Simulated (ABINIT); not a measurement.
# LiHF2 (C2/m): a self-consistent loop beyond G0W0, cycle by cycle, part 2 of 2

Wanted: G0W0 and self-consistent gaps of LiHF2 (C2/m), with the cost of the cycles.

ABINIT 10.8.3; PBEsol and many-body steps on it, plane waves. Known limits of the many-body steps: not at the basis limit; coarse k mesh.

So far. Step 3 (Screening, 4×4×2 mesh, 30 bands, screening to 106.1 eV): Local fields lower ε∞ by 4 %. On a Γ-centred mesh this coarse the value itself is usually too large, while a short band sum pulls it down. Step 4 (G0W0): The gap on the mesh goes from 8.41 eV to 12.64 eV, a correction of +4.23 eV.

## Step 5: evGW0, cycle 1

This step: evGW0 on PBEsol, plane waves, norm-conserving pseudopotentials.

Contents of run.abi:

```
acell 3*1.0 Angstrom
rprim 
  2.547496000000 -1.534899000000 -0.000000000000
  2.547496000000 1.534899000000 -0.000000000000
  -2.526944000000 -0.000000000000 4.201520000000
ntypat 3
znucl 3 1 9
natom 4
typat 1 2 3 3
xred 
  0.000000000000 0.000000000000 0.000000000000
  0.000000000000 0.000000000000 0.500000000000
  0.209803000000 0.209803000000 0.750702000000
  0.790197000000 0.790197000000 0.249298000000
pp_dirpath "pseudos"
pseudos "Li.upf, H.upf, F.upf"
ecut 36
ngkpt 4 4 2
nshiftk 1
shiftk 0 0 0
kptopt 1
chksymbreak 0
istwfk *1
occopt 1
irdwfk 1
optdriver 4
nband 30
gwcalctyp 10
ecutsigx 36
symsigma 1
nkptgw 14
kptgw 
  0.0000000000 0.0000000000 0.0000000000
  0.2500000000 0.0000000000 0.0000000000
  0.5000000000 0.0000000000 0.0000000000
  0.2500000000 0.2500000000 0.0000000000
  0.5000000000 0.2500000000 0.0000000000
  -0.2500000000 0.2500000000 0.0000000000
  0.5000000000 0.5000000000 0.0000000000
  0.0000000000 0.0000000000 0.5000000000
  0.2500000000 0.0000000000 0.5000000000
  0.5000000000 0.0000000000 0.5000000000
  0.2500000000 0.2500000000 0.5000000000
  0.5000000000 0.2500000000 0.5000000000
  -0.2500000000 0.2500000000 0.5000000000
  0.5000000000 0.5000000000 0.5000000000
bdgw 
  1 13
  1 13
  1 13
  1 13
  1 13
  1 13
  1 13
  1 13
  1 13
  1 13
  1 13
  1 13
  1 13
  1 13
ecuteps 3.9
irdscr 1
ppmodel 1
indata_prefix "in"
outdata_prefix "out"
tmpdata_prefix "tmp"
```

Launch:

```bash
$ OMP_NUM_THREADS=1 mpirun -n 4 abinit run.abi > log
```

Numbers of over 12 decimals in the logs are rounded to 6 here.

Output:

```text
.Version 10.8.3 of ABINIT. v10.8.2 released Aug 2026.

 Symmetries : space group C2/m (# 12); Bravais mC (1-face-center monocl.)
[... echo of the input left out ...]
== DATASET  1 ==================================================================
-   mpi_nproc: 4, omp_nthreads: 1 (-1 if OMP is not activated)

--- !DatasetInfo
iteration_state: {dtset: 1, }
dimensions: {natom: 4, nkpt: 14, mband: 30, nsppol: 1, nspinor: 1, nspden: 1, mpw: 2327, }
cutoff_energies: {ecut:  36.0, pawecutdg:  -1.0, }
electrons: {nelect:   1.80000000E+01, charge:   0.00000000E+00, occopt:   1.00000000E+00, tsmear:   1.00000000E-02, }

 SIGMA: Calculation of the GW corrections

 Based on a program developped by R.W. Godby, V. Olevano, G. Onida, and L. Reining.
 Incorporated in ABINIT by V. Olevano, G.-M. Rignanese, and M. Torrent.
.Using double precision arithmetic ; gwpc =  8

[... cell and pseudopotentials left out ...]
--------------------------------------------------------------------------------

 ==== K-mesh for the wavefunctions ====
 Number of points in the irreducible wedge :    14
[... list of points left out ...]
 Together with  4 symmetry operations and time-reversal symmetry
 yields    32 points in the full Brillouin Zone.

 ==== Q-mesh for screening function ====
 Number of points in the irreducible wedge :    14
[... list of points left out ...]
 Together with  4 symmetry operations and time-reversal symmetry
 yields    32 points in the full Brillouin Zone.

 vcoul_init : cutoff-mode = AUXILIARY_FUNCTION
 q-points for optical limit:   1
     1)      0.000010    0.000020    0.000030
 setmesh: FFT mesh size selected  =    27x   27x   45
          total number of points  =        32805

 Number of electrons calculated from density =   18.0000; Expected =   18.0000
[...]
QP_gap     :   18.374
Delta_QP_KS:    4.923
data: !SigmaeeData |
     Band     E_DFT   <VxcDFT>   E(N-1)  <Hhartree>   SigX  SigC[E(N-1)]    Z     dSigC/dE  Sig[E(N)]  DeltaE  E(N)_pert E(N)_diago
[...]
--- !SelfEnergy_ee
iteration_state: {dtset: 1, }
kpoint     : [   0.500,    0.500,    0.500, ]
spin       : 1
KS_gap     :   12.808
QP_gap     :   17.734
Delta_QP_KS:    4.926
data: !SigmaeeData |
     Band     E_DFT   <VxcDFT>   E(N-1)  <Hhartree>   SigX  SigC[E(N-1)]    Z     dSigC/dE  Sig[E(N)]  DeltaE  E(N)_pert E(N)_diago
[...]
12    13.690   -12.180    13.690    25.869    -6.007    -2.766     0.885    -0.130    -9.164     3.016    16.706    17.097
       13    14.820   -13.880    14.820    28.700    -7.206    -2.831     0.876    -0.142   -10.514     3.367    18.186    18.663

 New Fermi energy :        4.790188E-02 Ha ,    1.303477E+00 eV
 New Exchange energy :    -1.064401E+01 Ha ,   -2.896383E+02 eV

 === QP Band Gaps ===
  >>>> For spin  1
   Minimum direct gap =  13.2825 [eV], located at k-point      :   0.0000  0.0000  0.0000
   Fundamental gap    =  13.2825 [eV], Top of valence bands at :   0.0000  0.0000  0.0000
                                       Bottom of conduction at :   0.0000  0.0000  0.0000

 writing QP data on file : out_QPS

 Convergence of QP corrections
 >>>>> For spin  1 <<<<<
.  kptgw no:  1; Maximum DeltaE = (  -9.786   0.048) for band index:  1
.  kptgw no:  2; Maximum DeltaE = (  -9.761   0.055) for band index:  1
.  kptgw no:  3; Maximum DeltaE = (  -9.771   0.049) for band index:  1
[...]
.  kptgw no: 13; Maximum DeltaE = (  -9.729   0.047) for band index:  1
.  kptgw no: 14; Maximum DeltaE = (  -9.682   0.036) for band index:  1

== END DATASET(S) ==============================================================
================================================================================

 -outvars: echo values of variables after computation  --------
           etotal      0.0000000000E+00
            nband          30
             nkpt          14
          spgroup          12
 [... the other variables as echoed above ...]

 Calculation completed.
```

Wall time 32 s (4 MPI ranks of Intel Xeon Platinum 8259CL at 2.50GHz (Skylake/Cascade Lake), shared host); peak memory 0.95 GiB; 2.1 min of CPU time.

Numbers from this step:

- quasiparticle gap on the mesh: 13.28 eV
- gap of the density functional on the mesh: 8.408 eV
- k of the valence top: 0, 0, 0
- k of the conduction bottom: 0, 0, 0
- Z at the valence top: 0.836
- Z at the conduction bottom: 0.899
- least direct quasiparticle gap on the computed points: 13.28 eV

Against G0W0 in ABINIT (4×4×2 mesh, 30 bands, screening to 106.1 eV, Godby-Needs plasmon pole), the gap moves by +0.644 eV. This first cycle still uses the starting levels; it takes the full correction, at all points of the mesh, and its linearised value is 12.639 eV.

## Step 6: evGW0, cycle 2

The corrected levels of the last cycle go back in.

Changes to run.abi since step 5:

```diff
@@ -64,2 +64,3 @@
 ppmodel 1
+irdqps 1
 indata_prefix "in"
```

Output:

```text
.Version 10.8.3 of ABINIT. v10.8.2 released Aug 2026.

 Symmetries : space group C2/m (# 12); Bravais mC (1-face-center monocl.)
[... echo of the input left out ...]
== DATASET  1 ==================================================================
-   mpi_nproc: 4, omp_nthreads: 1 (-1 if OMP is not activated)

--- !DatasetInfo
iteration_state: {dtset: 1, }
dimensions: {natom: 4, nkpt: 14, mband: 30, nsppol: 1, nspinor: 1, nspden: 1, mpw: 2327, }
cutoff_energies: {ecut:  36.0, pawecutdg:  -1.0, }
[...]
.  kptgw no:  3; Maximum DeltaE = (   0.613  -0.031) for band index:  3
[...]
.  kptgw no: 13; Maximum DeltaE = (   0.591  -0.023) for band index:  3
.  kptgw no: 14; Maximum DeltaE = (   0.601  -0.105) for band index:  3

== END DATASET(S) ==============================================================
================================================================================

 -outvars: echo values of variables after computation  --------
           etotal      0.0000000000E+00
            nband          30
             nkpt          14
          spgroup          12
 [... the other variables as echoed above ...]

 Calculation completed.
```

Run time: 32 s. Hardware: 4 MPI ranks; peak memory 0.95 GiB; 2.1 min of CPU time.

This step gave:

* quasiparticle gap on the mesh: 13.24 eV
* gap of the density functional on the mesh: 8.408 eV
* k of the valence top: 0, 0, 0
* k of the conduction bottom: 0, 0, 0
* least direct quasiparticle gap on the computed points: 13.24 eV

Against the cycle before, the gap moves by −0.046 eV.

## Step 7: evGW0, cycle 3

run.abi is that of step 6.

Output:

```text
.Version 10.8.3 of ABINIT. v10.8.2 released Aug 2026.

 Symmetries : space group C2/m (# 12); Bravais mC (1-face-center monocl.)
[... echo of the input left out ...]
== DATASET  1 ==================================================================
-   mpi_nproc: 4, omp_nthreads: 1 (-1 if OMP is not activated)

--- !DatasetInfo
iteration_state: {dtset: 1, }
dimensions: {natom: 4, nkpt: 14, mband: 30, nsppol: 1, nspinor: 1, nspden: 1, mpw: 2327, }
cutoff_energies: {ecut:  36.0, pawecutdg:  -1.0, }
[...]
.  kptgw no:  3; Maximum DeltaE = (  -0.251  -0.009) for band index:  3
[...]
.  kptgw no: 13; Maximum DeltaE = (  -0.266  -0.069) for band index:  3
.  kptgw no: 14; Maximum DeltaE = (  -0.336  -0.080) for band index:  3

== END DATASET(S) ==============================================================
================================================================================

 -outvars: echo values of variables after computation  --------
           etotal      0.0000000000E+00
            nband          30
             nkpt          14
          spgroup          12
 [... the other variables as echoed above ...]

 Calculation completed.
```

Wall time 32 s (4 MPI ranks); peak memory 0.95 GiB.

This step gave:

* quasiparticle gap on the mesh: 13.23 eV
* gap of the density functional on the mesh: 8.408 eV
* k of the valence top: 0, 0, 0
* k of the conduction bottom: 0, 0, 0
* least direct quasiparticle gap on the computed points: 13.23 eV

Against the cycle before, the gap moves by −0.008 eV.

## Step 8: The runs together

Times are wall times on 4 MPI ranks of Intel Xeon Platinum 8259CL at 2.50GHz (Skylake/Cascade Lake), shared host, good to a factor of about two. A run's time includes the screening step that it read.

```tsv
run	mesh	bands	screening cutoff (eV)	DFT gap (eV)	gap on the mesh (eV)	direct (eV)	ε∞ used	time
G0W0	4×4×2	30	106.1	8.408	12.639	12.639	2.05	12 s
evGW0, cycle 1	4×4×2	30	106.1	8.408	13.283	13.283	2.05	40 s
evGW0, cycle 2	4×4×2	30	106.1	8.408	13.237	13.237	2.05	39 s
evGW0, cycle 3	4×4×2	30	106.1	8.408	13.229	13.229	2.05	40 s
```

## Step 9: Results

| Property | Result |
| --- | --- |
| G0W0 | 12.639 eV |
| evGW0, cycle 1 | 13.283 eV |
| evGW0, cycle 2 | 13.237 eV |
| evGW0, cycle 3 | 13.229 eV |
| known limits | not at the basis limit; coarse k mesh |

What this shows: Only the bands that the input lists are updated; the others, empty or deep, keep the functional's energies or take a rigid shift. evGW0 ends at 13.23 eV, +0.59 eV from G0W0, after 3 cycles that took 96 s beside the first screening; the last moved the gap by 0.008 eV. The first cycle of evGW0 takes the full correction, without the factor Z, so it overshoots the one-shot value. Bands and cutoff are finite, so the gap is not at the basis limit. The miss can reach some tenths of an eV and take either sign; the mesh is an error of its own. The 4×4×2 mesh is coarse for this cell, which bears on the long-range parts of exchange and screening.

[Paths, hosts, dates, memory and timing lines, banners, echoed tables and standing remarks are left out of the program output.]

[Logs are printed without paths, hosts, clocks, repeated set-up lines and the standing remarks that a program may print on its own settings, such as how far it seeks lower states.]

[Runs of the session that timed out or met a known fault of the program may be left out.]

[Hosts, paths, dates, database ids (printed as entryN), source tags and the programs' standing remarks are cut or masked in the printed files.]

[G0W0 gaps are taken among the corrected bands and points alone; a level outside them can change the order at an edge.]

[Where Ansatz stands beside ABINIT at settings called matched, ABINIT's density can come from a denser mesh and the files from another edition; pairs whose starting gaps differed by over 0.03 eV were left out, so agreement reads better than it is.]
